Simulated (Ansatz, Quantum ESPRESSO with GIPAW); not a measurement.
**Al2O3 (Corundum): NMR parameters from first principles**

The task is to compute the NMR parameters of Al2O3 (Corundum) site by site.

**The experiment to be reproduced.** 27Al quadrupolar coupling 2.38 MHz and 27Al asymmetry η_Q 0, in “\it Ab initio 27Al NMR chemical shifts and quadrupolar parameters for Al2O3 phases and their precursors” (2011; arXiv:1110.0231), quoting earlier work. 27Al quadrupolar coupling 2.4 MHz, in “NMR spectroscopy of electroceramics – Applications to lead-free perovskite oxides” (Groszewicz, Open Ceramics 5, 100083, 2021), quoting earlier work. 17O quadrupolar coupling 2.17 MHz, in “Synthesis and multinuclear magnetic resonance studies of some nitrogen-containing ceramic phases” (Leach, Durham University PhD thesis, 1990), quoting earlier work. Signs of C_Q are not measured.

Method: DFT, PBE, plane-wave PAW (pslibrary 1.0.0 recipes), scalar-relativistic, GIPAW; a patched development version of the program, in Quantum ESPRESSO with GIPAW 8.0dev (patched build).

This is a report of a sequence of runs, with most program output left out.

### Step 1. Set-up

The structure is trigonal, space group R-3c (No. 167). Conventional cell: a = 4.760 Å, b = 4.760 Å, c = 12.996 Å, α = 90.00°, β = 90.00°, γ = 120.00°. Nearest to Al lie 6 O at 1.85 to 1.97 Å. O has 4 Al at 1.85 to 1.97 Å nearest. Farther neighbours and most contacts between anions are not listed.

The cell is an entry of the Crystallography Open Database.

### Step 2. Self-consistent run

First the ground state. The response equations take the occupied wavefunctions as exact, so conv_thr is set much tighter than for an energy. No empty states are asked for: the response is solved without them. The mesh has a spacing of 0.40 Å⁻¹ at most. The PAW files were made with ld1.x from the pslibrary 1.0.0 recipes, with GIPAW reconstruction switched on.

The input, scf.in:

```
&control
  calculation = 'scf'
  prefix = 'x'
  outdir = './tmp/'
  pseudo_dir = './'
/
&system
  ibrav = 0
  nat = 10
  ntyp = 2
  ecutwfc = 55
  ecutrho = 330
  nbnd = 24
/
&electrons
  conv_thr = 1.0d-10
  mixing_beta = 0.7
  electron_maxstep = 100
/
ATOMIC_SPECIES
  Al 26.982 Al.pbe-n-kjpaw_psl.1.0.0-gipaw.UPF
  O 15.999 O.pbe-n-kjpaw_psl.1.0.0-gipaw.UPF
CELL_PARAMETERS angstrom
  2.38025000 1.37423798 4.33186667
  -2.38025000 1.37423798 4.33186667
  0.00000000 -2.74847596 4.33186667
ATOMIC_POSITIONS crystal
  Al 0.85216000 0.85216000 0.85216000
  Al 0.64784000 0.64784000 0.64784000
  Al 0.14784000 0.14784000 0.14784000
  Al 0.35216000 0.35216000 0.35216000
  O 0.05668000 0.75000000 0.44332000
  O 0.75000000 0.44332000 0.05668000
  O 0.44332000 0.05668000 0.75000000
  O 0.94332000 0.25000000 0.55668000
  O 0.25000000 0.55668000 0.94332000
  O 0.55668000 0.94332000 0.25000000
K_POINTS automatic
  4 4 4 0 0 0
```

Command:

```console
> mpirun -np 8 pw.x -nk 8 -in scf.in > scf.out
```

Elapsed: 49 s, on 8 MPI ranks of Arm Neoverse V1, shared host; peak memory 1.2 GiB.

It converged in 30 cycles to an estimated accuracy of 2e-12 Ry, on 13 irreducible k-points.

### Step 3. Shieldings

A uniform field breaks periodicity, so gipaw.x applies it as a wave of small q and takes the limit. It solves for the first-order states, builds the induced current and gets the field at each nucleus by Biot–Savart; the PAW spheres add what the smooth waves miss near the nuclei. pawproj makes the reconstruction use the PAW data sets' own projectors.

The input, nmr.in:

```
&inputgipaw
  job = 'nmr'
  prefix = 'x'
  tmp_dir = './tmp/'
  restart_mode = 'from_scratch'
  verbosity = 'low'
  q_gipaw = 0.01
  spline_ps = .true.
  conv_threshold = 1.0d-14
  use_nmr_macroscopic_shape = .false.
  pawproj(1) = .true.
  pawproj(2) = .true.
/
```

Command:

```console
> mpirun -np 8 gipaw.x -in nmr.in > nmr.out
```

Run time: 3.1 min. Hardware: 8 MPI ranks; peak memory 0.74 GiB; 25 min of CPU time.

The f-sum rule is met to 0.0071 of 46.1 (0.02 %). Converged shieldings require that this miss be small, but a small miss does not prove them. gipaw.x warns that with these symmetry operations the susceptibility and the shape term are unreliable; the other terms are not touched.

From the symmetric part of each tensor, with principal values σ11 ≤ σ22 ≤ σ33: σ_iso is their mean, the span is σ33 − σ11 and the skew 3(σ_iso − σ22)/span. (gipaw.x prints an anisotropy in another convention.)

```csv
site,atom no.,atoms in cell,σ_iso (ppm),span (ppm),skew
Al,1,4,533.1,12.0,-1.00
O,5,6,168.3,7.4,-0.35
```

The macroscopic shape term is switched off. For a spherical sample the valence susceptibility of this run would add about 10 ppm to every site, a rough estimate, since the susceptibility converges slowly and lacks part of the PAW terms, above all in hexagonal and trigonal cells. Differences within the crystal don't depend on it, but shieldings of different compounds can't be compared to better than a few ppm without it.

An axis of order three or more runs through Al, so two principal values coincide and the skew is ±1. In this run the largest span is that of Al (site symmetry 3), with principal values 525.1, 537.1 and 537.1 ppm.

How the isotropic values are made up (ppm). The core part is that of the free atom's core; bare is the current of the smooth valence states; the last two are what the PAW spheres add to the diamagnetic and the paramagnetic current:

| site | core | bare | reconstruction, dia | reconstruction, para |
| --- | --- | --- | --- | --- |
| Al | 766.8 | -20.2 | 2.2 | -215.7 |
| O | 271.1 | 45.3 | 18.1 | -166.2 |

### Step 4. Electric field gradients

27Al and 17O have a quadrupole moment, which couples to the field gradient and broadens the lines. The gradient is a property of the ground-state density and needs no response; it is taken from a second code that counts the whole PAW charge. C_Q = eQV_zz/h, with Q = 0.1466 barn for 27Al, -0.02558 barn for 17O.

This step: DFT, PBE, plane-wave PAW, default files (PAW set soft_2), scalar-relativistic, field gradients (Ansatz 0.2.0), on the same atoms.

The gradients were asked for in a first single point on this cell, whose log ends:

```text
[... set-up, SCF cycles and energies left out ...]
--- PAW observables at the nuclei: V_zz in 10²¹ V/m², potentials from the cell's mean, atoms counted from 1 ---
  atom   1  Al V_zz =    +0.571881   η = 0.0000   by run symmetry: allowed   C_q = +2.0272 MHz
  atom   2  Al V_zz =    +0.571881   η = 0.0000   by run symmetry: allowed   C_q = +2.0272 MHz
  atom   3  Al V_zz =    +0.571881   η = 0.0000   by run symmetry: allowed   C_q = +2.0272 MHz
  atom   4  Al V_zz =    +0.571881   η = 0.0000   by run symmetry: allowed   C_q = +2.0272 MHz
  atom   5  O  V_zz =    -3.882694   η = 0.5071   by run symmetry: allowed   C_q = +2.4015 MHz
  atom   6  O  V_zz =    -3.882694   η = 0.5071   by run symmetry: allowed   C_q = +2.4015 MHz
  atom   7  O  V_zz =    -3.882694   η = 0.5071   by run symmetry: allowed   C_q = +2.4015 MHz
  atom   8  O  V_zz =    -3.882694   η = 0.5071   by run symmetry: allowed   C_q = +2.4015 MHz
  atom   9  O  V_zz =    -3.882694   η = 0.5071   by run symmetry: allowed   C_q = +2.4015 MHz
  atom  10  O  V_zz =    -3.882694   η = 0.5071   by run symmetry: allowed   C_q = +2.4015 MHz
[the lines on potentials at the nuclei are left out]
```

The job ended after 1.2 s (8 threads of Arm Neoverse V1, shared host; peak memory 0.43 GiB; 3.8 s of CPU time).

The same from gipaw.x, job efg (1.5 s), which warns that it leaves out the neighbours' augmentation charge. V_zz in 10²¹ V/m²:

```
site  Ansatz  gipaw.x  η_Q, first  η_Q, second
  Al   0.572    0.559        0.00         0.00
   O  -3.883   -3.788        0.51         0.49
```

Gradients over 0.05 agree within 3 %.

Among nuclei of half-integer spin the second-order effect is largest for 17O on O (spin 5/2, C_Q 2.40 MHz): at 9.4 T it moves the centre of gravity of the MAS line by -13 ppm from δ_iso, and by a quarter of that at twice the field, by δ_Q = −(3/40)(C_Q/ν0)²(1 + η²/3)[I(I+1) − 3/4]/[I²(2I−1)²] × 10⁶ ppm with ν0 = 54.3 MHz.

### Step 5. Sites, surroundings and shifts

Covalently bonded atoms count as neighbours within 1.18 times the sum of their radii. Otherwise a cation's neighbours lie within 1.2 times its shortest bond (1.3 for large cations, each anion's radius taken off where they differ), and an anion's are the cations that count it.

```csv
site,atom no.,atoms in cell,surroundings,bonds (Å),σ_iso (ppm),C_Q (MHz),η_Q
Al,1,4,AlO6,1.85 to 1.97,533.1,2.03,0.00
O,5,6,bound to Al4,1.85 to 1.97,168.3,2.40,0.51
```

Simulated spectrum: 17O fast MAS, 7.05 T (40.7 MHz), central transition to second order, lines broadened by 1.5 ppm; the axis counts ppm from the isotropic position of O, as −Δσ; rigid lattice, with dipolar and J couplings and satellite transitions left out.

offset (ppm), intensity and a bar:
```
      6.3       0.00 
      4.2       0.00 
      2.0       0.00 
     -0.1       0.01 
     -2.1       0.24 #######
     -4.2       0.38 ###########
     -6.4       0.41 ############
     -8.3       0.44 #############
    -10.5       0.49 ###############
    -12.6       0.56 #################
    -14.6       0.65 ####################
    -16.7       0.90 ###########################
    -17.0       0.91 ###########################
    -18.8       0.73 ######################
    -21.0       0.64 ###################
    -22.9       0.62 ###################
    -25.1       0.64 ###################
    -27.2       0.71 #####################
    -29.2       0.97 #############################
    -29.5       1.00 ##############################
    -31.3       0.53 ################
    -33.5       0.39 ############
    -35.4       0.34 ##########
    -37.6       0.31 #########
    -39.7       0.28 ########
    -41.8       0.25 ########
    -43.8       0.12 ####
    -45.9       0.09 ###
    -48.1       0.08 ##
    -50.1       0.08 ##
    -52.2       0.08 ##
    -54.3       0.04 #
    -56.3       0.00 
    -58.4       0.00 
    -60.6       0.00 
    -62.5       0.00
```

Most prominent maxima (ppm: height): -17.0: 0.91, -29.5: 1.00.

### Step 6. Other settings and structures

Each row names what was changed: another functional shows how far the paramagnetic term hangs on the exchange-correlation form; another cutoff tests the basis; another mesh tests the sampling of the zone.

Changes of σ_iso (ppm) against the run above (PBE, cutoffs 55 and 330 Ry, mesh 4×4×4, 31 min). Times are CPU times of pw.x and gipaw.x together, on 8 MPI ranks of Arm Neoverse V1, shared host; on a shared host they are rough. A run is marked as doubtful where the f-sum miss passes 0.015 electrons, or that much for each three atoms in larger cells (with Tl, Pb, Hg, Bi or Sn a third of that, or a mesh spacing over 0.26 Å⁻¹), or where the susceptibility is unphysically large.

| run | CPU time | f-sum miss | Al | O |
| --- | --- | --- | --- | --- |
| LDA | 27 min | 0.0072 | -12.4 | -15.1 |
| cutoffs 40 and 330 Ry (coarse on purpose) | 18 min | 0.044 | +0.1 | -0.3 |
| mesh 2×2×2 (marked) | 11 min | 0.42 | -9.1 | -57.3 |

The largest move is -57.3 ppm, on O, from mesh 2×2×2.

### Step 7. Calculated and measured

| quantity | site | measured | calculated | difference |
| --- | --- | --- | --- | --- |
| 27Al quadrupolar coupling (MHz) | Al | 2.38 | 2.03 | -0.35 |
| 27Al asymmetry η_Q () | Al | 0 | 0.00 | +0.00 |
| 27Al quadrupolar coupling (MHz) | Al | 2.4 | 2.03 | -0.37 |
| 17O quadrupolar coupling (MHz) | O | 2.17 | 2.40 | +0.23 |

### Step 8. Outcome

```
27Al shielding without shape term : 533.1 ppm
27Al size of C_Q                  : 2.03 MHz
17O shielding without shape term  : 168.3 ppm
17O size of C_Q                   : 2.40 MHz
```

**Reading.** 27Al has one site (AlO6), with isotropic shielding 533.1 ppm (shape term left out) and C_Q 2.03 MHz. A shift needs a reference, δ = σ_ref − σ, fixed on measured compounds; for 27Al of this kind at this level too few were at hand, or they scattered too widely about a line, so none is given. The couplings are off by up to 15.6 %. The cause was not traced; the calculation is for static atoms, and field gradients are sensitive to small errors of the structure. A finer mesh and a higher cutoff were not carried through on these files. The cheaper run with cutoffs 40 and 330 Ry takes about 60 % of the time and is off by 0.066 ppm on Al, and by 0.31 ppm at most. The largest change with the functional is 15.1 ppm in absolute shielding; part of that drops out once each functional has its own reference line. In PBE checks against another PAW code, field gradients made this way came out 2 to 6 % larger on O (three silicas and corundum) and 10 % smaller on Al (corundum alone). This build of gipaw.x prints that it is not audited and that its numbers are no references by themselves. It also reports spline_ps as false although the input sets it; why was not traced. pw.x warned of eigenvalues not converged in some cycles of 2 ground-state runs, which then met the threshold.

[Logs are printed without paths, hosts, clocks, repeated set-up lines and the standing remarks that a program may print on its own settings, such as how far it seeks lower states.]

[Hosts, paths, dates, database ids (printed as entryN), source tags and the programs' standing remarks are cut or masked in the printed files.]

[Where no reference line passes its bar on scatter, no shift is given, so a measured shift of this compound may stand uncompared.]
